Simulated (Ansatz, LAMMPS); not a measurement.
# Molecular dynamics of glassy 73SiO2-12SrO-7K2O-7P2O5 (mol %) (130 atoms)

Wanted: a short trajectory of glassy 73SiO2-12SrO-7K2O-7P2O5 (mol %) (130 atoms) with its pair distributions.

Program: Ansatz 0.2.0. Level of theory: Kohn-Sham DFT, PBE, PAW (set soft_2), plane waves. Results are calculated unless marked as measured.

## 1. The starting structure

The cell holds 130 atoms: 30 Si, 5 Sr, 6 K, 6 P and 83 O. Its edges and angles: a = 12.442 Å, b = 12.442 Å, c = 12.442 Å, α = 90.0°, β = 90.0°, γ = 90.0°. 130 atoms (30 Si, 5 Sr, 6 K, 6 P, 83 O) placed at random at 2.55 g/cm³, melted at 4000 K for 10 ps at fixed volume with the Morse and Coulomb pair potential with partial charges (Pedone, Malavasi, Menziani, Cormack and Segre, J. Phys. Chem. B 110, 11780 (2006)). Quenched from 4000 K to 300 K at 50 K/ps and fixed volume, held 10 ps at zero pressure, then minimised at fixed cell.

Before any run, some limits are plain. The quench rate of 50 K/ps far exceeds what a furnace or splat quench reaches, so expect more defects and frozen-in strain than in a real sample. The network of bonds at the start is that of the classical potential that made the cell, and needn't be the one that DFT or experiment would give. Sampling is at Γ alone, for a cell whose shortest periodic width is 12 Å.

## 2. Single point at the start

The forces at the start show how far the geometry lies from a minimum of this functional.

The input, input.yaml:

```yaml
crystal:
  lattice:
    - [12.44197, 0.0, 0.0]
    - [0.0, 12.44197, 0.0]
    - [0.0, 0.0, 12.44197]
  atoms:
    - { symbol: Si, position: [0.679, 0.64884, 0.37488] }
    - { symbol: Si, position: [0.72286, 0.28516, 0.11365] }
    - { symbol: Si, position: [0.04865, 0.19834, 0.8714] }
    - { symbol: Si, position: [0.74646, 0.10106, 0.75254] }
    [... 120 atom lines left out ...]
    - { symbol: O, position: [0.0569, 0.85697, 0.68685] }
    - { symbol: O, position: [0.60185, 0.23867, 0.10581] }
    - { symbol: O, position: [0.09372, 0.55305, 0.26345] }
    - { symbol: O, position: [0.22102, 0.00717, 0.63956] }
    - { symbol: O, position: [0.14213, 0.68162, 0.67944] }
    - { symbol: O, position: [0.54504, 0.40349, 0.56735] }
kpoints:
  mp_grid: { grid: [1, 1, 1] }
hamiltonian:
  xc: pbe
scf:
  occupations: { method: fermi_dirac, width: 0.025 }
output:
  forces: true
```

Started as:

```
$ ansatz run input.yaml --threads 4 --pin off --max-ram 8192MiB --backend cpu --events-out ev --progress --plain --runs-dir out
```

Wall time 32 s (4 threads of Arm Neoverse V1, shared host); peak memory 2.8 GiB; 2.1 min of CPU time.

Read from the output:

| Property | Result |
| --- | --- |
| free energy | -97778.9084 eV |
| free energy per atom | -752.1454 eV/atom |
| SCF cycles | 9 |
| r.m.s. force component | 0.9905 eV/Å |
| longest force | 3.928 eV/Å |
| Fermi energy | 5.78 eV |

The r.m.s. force component of 0.99 eV/Å sets the starting point.

Length of the force by element:

```csv
element,coordination,atoms,mean length of the force (eV/Å),spread,least,most
K,all,6,0.410,0.206,0.195,0.757
O,all,83,1.50,0.693,0.276,3.36
P,all,6,2.43,0.959,0.813,3.93
Si,all,30,1.72,0.648,0.559,2.95
Sr,all,5,1.48,0.513,1.08,2.34
```

## 3. Dynamics at 300 K

A Langevin thermostat couples each atom to a heat bath, at the price of damped dynamics. The time step is 1.0 fs.

Edit input.yaml of step 2 so:

```diff
@@ -15 +15,8 @@
   forces: true
+md:
+  timestep: 1.0
+  n_steps: 130
+  ensemble: nvt_langevin
+  temperature: 300
+  initial_velocities: maxwell_boltzmann
+  seed: 2847
```

Run time: 45 min. Hardware: 4 threads; peak memory 3.1 GiB.

The program notes that it switched symmetry off.

The trajectory, sampled:

```csv
time (fs),T (K),potential (meV/atom)
0.0,298,0.0
9.0,400,-13.7
17.0,406,-18.7
26.0,308,-7.7
35.0,312,-5.8
43.0,348,-9.9
52.0,375,-13.3
61.0,364,-14.7
69.0,345,-14.3
78.0,324,-15.3
87.0,331,-14.3
95.0,308,-13.4
104.0,323,-14.4
113.0,336,-16.9
121.0,361,-17.9
130.0,339,-15.4
```

Mean square displacement from the first frame to the last: Si 0.024 Å², Sr 0.097 Å², K 0.14 Å², P 0.026 Å², O 0.064 Å².

The mean square displacement by time lag:

```csv
time lag (fs),K (Å²),O (Å²),P (Å²),Si (Å²),Sr (Å²)
1.0,1.7e-5,5.2e-5,3.5e-5,3.0e-5,1.3e-5
3.0,1.6e-4,4.7e-4,3.1e-4,2.6e-4,1.2e-4
6.0,6.2e-4,0.00180,0.00119,0.00102,4.8e-4
9.0,0.00138,0.00384,0.00253,0.00217,0.00107
11.0,0.00205,0.00550,0.00358,0.00309,0.00158
14.0,0.00330,0.00825,0.00530,0.00461,0.00254
17.0,0.00482,0.0112,0.00702,0.00615,0.00371
19.0,0.00599,0.0131,0.00813,0.00713,0.00459
22.0,0.00797,0.0160,0.00965,0.00848,0.00607
25.0,0.0102,0.0187,0.0110,0.00964,0.00771
27.0,0.0119,0.0205,0.0118,0.0103,0.00889
30.0,0.0146,0.0231,0.0129,0.0112,0.0108
33.0,0.0175,0.0257,0.0139,0.0119,0.0128
35.0,0.0196,0.0273,0.0145,0.0123,0.0142
38.0,0.0230,0.0297,0.0154,0.0129,0.0164
41.0,0.0266,0.0319,0.0162,0.0135,0.0186
43.0,0.0291,0.0333,0.0168,0.0139,0.0202
46.0,0.0332,0.0353,0.0177,0.0144,0.0225
49.0,0.0375,0.0370,0.0187,0.0150,0.0249
51.0,0.0404,0.0380,0.0194,0.0155,0.0265
54.0,0.0451,0.0395,0.0205,0.0162,0.0289
57.0,0.0500,0.0409,0.0217,0.0170,0.0314
59.0,0.0533,0.0418,0.0226,0.0176,0.0330
62.0,0.0584,0.0432,0.0242,0.0185,0.0356
65.0,0.0637,0.0447,0.0258,0.0196,0.0381
```

Over the second half of 130 fs the temperature averages 334 K with swings of 15 K r.m.s. From first frame to last K has the largest mean square displacement, 0.14 Å² at the end; the farthest move is 0.67 Å. The run spans 0.13 ps, too short for its means to be equilibrium values.

## 4. Structure statistics late in the run

The g(r) is a mean over the second half; what follows it is taken at the last frame.

Bonds before and after, by the cutoffs listed below:

```csv
pair,bonds before,bonds after,mean before (Å),mean after (Å),spread before (Å),spread after (Å)
O-Si,120,120,1.617,1.642,0.035,0.041
O-K,49,53,3.076,3.091,0.284,0.285
O-P,24,24,1.526,1.568,0.027,0.061
```

Density 2.61 g/cm³, 14.82 Å³ an atom.

Mean of 15 frames. g(r), total and by pair (bins of 0.2 Å):

```csv
r (Å),total,O-O,O-Si,O-K,O-P,O-Sr,Si-Si
1.40,0.16,0.00,0.00,0.00,2.75,0.00,0.00
1.60,4.45,0.00,12.64,0.00,12.27,0.00,0.00
1.80,0.33,0.00,1.08,0.00,0.14,0.00,0.00
2.00,0.00,0.00,0.00,0.00,0.00,0.00,0.00
2.20,0.03,0.01,0.00,0.02,0.00,0.56,0.00
2.40,0.40,0.59,0.00,0.30,0.00,2.83,0.00
2.60,1.99,4.28,0.04,1.21,0.00,3.12,0.00
2.80,1.17,2.35,0.03,1.74,0.22,0.87,0.65
3.00,0.75,0.58,0.16,2.19,0.43,0.66,3.73
3.20,0.77,0.48,0.41,1.58,0.28,0.22,4.00
3.40,0.76,0.64,1.02,1.17,0.93,0.32,0.32
3.60,0.90,0.67,1.29,0.73,1.06,0.44,0.00
3.80,1.07,0.74,1.48,1.01,1.51,0.70,0.22
4.00,1.23,0.74,1.94,0.59,1.77,1.23,0.72
4.20,1.29,0.86,2.01,0.71,1.58,0.91,0.58
4.40,0.96,0.89,1.05,1.01,0.72,1.17,1.15
4.60,0.89,1.01,0.61,1.22,1.08,1.04,1.24
4.80,1.06,1.36,0.64,1.35,1.02,1.12,1.07
5.00,1.16,1.48,0.76,0.98,0.78,1.44,1.28
5.20,1.06,1.31,0.66,1.20,0.85,1.02,1.66
5.40,0.95,1.00,0.85,1.33,0.83,0.98,1.09
5.60,0.93,0.82,0.94,1.25,0.90,1.22,1.17
5.80,0.88,0.74,1.04,0.97,0.95,0.77,0.91
6.00,0.92,0.83,1.19,0.70,0.63,0.65,0.87
```

Bonds by pair of elements; cutoffs follow the first minimum of g(r), held within bounds set by covalent radii, and pairs that aren't listed don't count as bonded:

```csv
pair A-B,cutoff (Å),bonds,mean length (Å),spread (Å),shortest (Å),B about A,A about B
O-Si,2.12,120,1.64,0.041,1.55,1.45,4
O-K,3.58,53,3.09,0.285,2.50,0.639,8.83
O-P,2.08,24,1.57,0.061,1.48,0.289,4
O-Sr,3.05,29,2.59,0.21,2.21,0.349,5.8
```

The cutoff for O-Sr falls short of the minimum of g(r), so counts run low and odd coordinations can be artefacts.

How many atoms have how many bonded neighbours:

```csv
element,mean,2,3,4,5,6,7,9,10
K,8.83,0,0,0,0,0,2,1,3
O,2.72,31,44,8,0,0,0,0,0
P,4,0,0,6,0,0,0,0,0
Si,4,0,0,30,0,0,0,0,0
Sr,5.8,0,0,1,1,1,2,0,0
```

Bond angles, per cent of each kind in bins of 5°:

```csv
angle (°),O-Si-O,O-Sr-O,K-O-Si,Si-O-Si
50–55,0.0,4.1,0.0,0.0
55–60,0.0,4.1,0.0,0.0
60–65,0.0,6.9,0.0,0.0
65–70,0.0,1.4,1.4,0.0
70–75,0.0,8.2,0.0,0.0
75–80,0.0,5.5,8.5,0.0
80–85,0.0,9.6,8.5,0.0
85–90,0.0,6.9,2.8,0.0
90–95,0.6,6.9,11.3,0.0
95–100,3.9,5.5,15.5,0.0
100–105,17.2,1.4,9.9,0.0
105–110,35.6,4.1,8.5,0.0
110–115,26.7,4.1,7.0,0.0
115–120,11.7,4.1,4.2,6.1
120–125,3.9,2.7,12.7,4.1
125–130,0.6,4.1,1.4,4.1
130–135,0.0,4.1,5.6,12.2
135–140,0.0,2.7,1.4,16.3
140–145,0.0,2.7,0.0,14.3
145–150,0.0,8.2,1.4,16.3
150–155,0.0,1.4,0.0,4.1
155–160,0.0,1.4,0.0,4.1
160–165,0.0,0.0,0.0,2.0
165–170,0.0,0.0,0.0,8.2
170–175,0.0,0.0,0.0,6.1
175–180,0.0,0.0,0.0,2.0
```

Bond angles (no mean is given where the spread exceeds 20°):

```csv
angle,count,mean (°),spread (°)
O-Si-O,180,109,5.8
O-Sr-O,73,-,-
K-O-Si,71,103,17.3
Si-O-Si,49,145,14.9
```

Oxygen atoms by the number of network formers (Si, P, Ge, B, Al, As, Ga) bound to them:

```csv
network formers bound to O,O atoms,per cent
0,0,0
1,22,26.5
2,61,73.5
```

Network units: each former by its oxygen neighbours and how many of them bridge to another former:

```csv
former,O neighbours,bridging O,atoms
Si,4,2,1
Si,4,3,9
Si,4,4,20
P,4,2,5
P,4,3,1
```

Bond length by coordination (bonds to H left out):

```csv
element,coordination,atoms,mean bond length (Å)
K,7,2,3.09
K,9,1,3.14
K,10,3,3.08
O,2,31,1.70
O,3,44,2.2
O,4,8,2.44
Sr,4,1,2.52
Sr,5,1,2.47
Sr,6,1,2.65
Sr,7,2,2.63
```

Rings of the network by King's shortest-path rule, up to 12 atoms, one path for each pair of neighbours; H, halogens, alkali and alkaline-earth atoms are left out, and the last column divides by all other atoms, bonded or not:

```csv
ring size (atoms),rings,per network atom
8,3,0.025
10,10,0.084
12,9,0.076
```

First main peaks of g(r), for some of the pairs, lie near 2.7 Å (O-O), 1.6 Å (O-Si), 2.9 Å (O-K), 1.6 Å (O-P), 2.5 Å (O-Sr) and 3.1 Å (Si-Si). The O-Si-O angle averages 109° with a spread of 6°. 74 % of the oxygens bridge two formers (Si and P) and 26 % are non-bridging. The commonest Si unit has 4 oxygens, 4 of them shared with other formers (20 of 30 atoms). Rings of 10 atoms are the most common (45 % of those counted); sizes run from 8 to 12, where the search stops.

## 5. Single point at the last frame

The last frame is solved once more, with the analyses that the dynamics left out.

The input, input.yaml:

```yaml
crystal:
  lattice:
    - [12.44197, 0.0, 0.0]
    - [0.0, 12.44197, 0.0]
    - [0.0, 0.0, 12.44197]
  atoms:
    - { symbol: Si, position: [0.68384, 0.64831, 0.39098] }
    - { symbol: Si, position: [0.72368, 0.28988, 0.10991] }
    - { symbol: Si, position: [0.05229, 0.19882, 0.87647] }
    - { symbol: Si, position: [0.74895, 0.0974, 0.75021] }
    [... 120 atom lines left out ...]
    - { symbol: O, position: [0.05978, 0.85606, 0.70369] }
    - { symbol: O, position: [0.60262, 0.23543, 0.10725] }
    - { symbol: O, position: [0.09099, 0.5525, 0.26276] }
    - { symbol: O, position: [0.23348, 0.99549, 0.63091] }
    - { symbol: O, position: [0.14535, 0.66403, 0.68391] }
    - { symbol: O, position: [0.52992, 0.385, 0.55639] }
kpoints:
  mp_grid: { grid: [1, 1, 1] }
hamiltonian:
  xc: pbe
scf:
  occupations: { method: fermi_dirac, width: 0.025 }
output:
  forces: true
  stress: true
  populations: true
  dos:
    method: { smearing: { sigma: 0.1 } }
    de: 0.1
    projected: { site_lists: { K: [K], O: [O], P: [P], Si: [Si], Sr: [Sr] } }
  eigenvalues: true
  write_density: true
  write_potential: true
  volumetric_format: npy
```

The job ended after 52 s (4 threads; peak memory 2.9 GiB).

The program notes that the exchange-correlation potential is rough where the density is thin.

Read from the output:

| Item | Value |
| --- | --- |
| free energy | -97780.9058 eV |
| free energy per atom | -752.1608 eV/atom |
| SCF cycles | 9 |
| pressure | -0.3129 GPa |
| r.m.s. force component | 0.8999 eV/Å |
| longest force | 4.727 eV/Å |
| Fermi energy | 5.682 eV |
| gap (highest filled to lowest empty level) | 2.912 eV |
| spilling of the projection | 0.01363 |

Length of the force by element:

```csv
element,coordination,atoms,mean length of the force (eV/Å),spread,least,most
K,all,6,0.379,0.188,0.165,0.686
O,all,83,1.14,0.691,0.229,4.73
P,all,6,2.29,0.610,1.49,3.21
Si,all,30,1.88,0.837,0.418,3.85
Sr,all,5,0.879,0.578,0.352,1.97
```

Löwdin charges by element (they lack the spilled electrons, 0.079 e an atom on average):

```csv
element,coordination,atoms,mean charge (e),spread,least,most
K,all,6,0.856,0.0145,0.835,0.875
O,all,83,-0.828,0.0781,-1.05,-0.747
P,all,6,2.12,0.0261,2.09,2.17
Si,all,30,1.74,0.0457,1.64,1.80
Sr,all,5,1.80,0.0181,1.78,1.83
```

States in the cell by windows of 1 eV, zero at the Fermi level; the larger projections on atomic orbitals stand beside the total:

```csv
from (eV),to (eV),total,O p,Si p
-10,-9,31.5,23.3,5.0
-9,-8,34.2,26.1,6.0
-8,-7,33.9,25.8,2.6
-7,-6,71.3,60.7,4.3
-6,-5,87.4,78.8,3.0
-5,-4,87.2,81.5,1.8
-4,-3,59.7,56.5,0.8
-3,-2,33.6,31.7,0.7
-2,-1,5.1,4.8,0.1
-1,1,0.0,0.0,0.0
1,2,2.0,0.1,0.1
2,3,11.3,1.0,1.4
3,4,23.2,2.0,3.7
4,5,50.1,4.4,12.4
```

Between -26 and -10 eV lie 286 more states.

The levels nearest the highest filled one (over half full), pooled over k-points and spins:

```csv
level less the highest filled one (eV),occupation
-0.805,2
-0.652,2
-0.622,2
-0.502,2
-0.0699,2
0,2
2.91,0
3.86,0
4.07,0
4.10,0
4.35,0
4.43,0
```

Mean Löwdin charges: K +0.86, O -0.83, P +2.12, Si +1.74, Sr +1.80 e (they miss 1.4 % of the electrons, so they add up to more than the cell's charge).

## 6. Outcome

| Quantity | Value |
| --- | --- |
| mean temperature, second half | 334.1 K |
| temperature swing, second half | 15.45 K |
| free energy per atom | -752.1608 eV/atom |
| pressure | -0.3129 GPa |
| r.m.s. force component | 0.8999 eV/Å |
| gap (highest filled to lowest empty level) | 2.912 eV |
| wall time of the 3 DFT runs | 46 min |

In words: Over the second half of 130 fs the temperature averages 334 K with swings of 15 K r.m.s. The run spans 0.13 ps, too short for its means to be equilibrium values. 74 % of the oxygens bridge two formers (Si and P) and 26 % are non-bridging. The highest filled and lowest empty levels differ by 2.91 eV (at Γ alone); a semilocal functional tends to put such gaps too low. In a disordered cell it changes from sample to sample, and tail or defect levels can set it.

Caveats: The pressure of a single frame lacks the kinetic term, about 0.31 GPa here.

[Logs are printed without paths, hosts, clocks, repeated set-up lines and the standing remarks that a program may print on its own settings, such as how far it seeks lower states.]

[Hosts, paths, dates, database ids (printed as entryN), source tags and the programs' standing remarks are cut or masked in the printed files.]
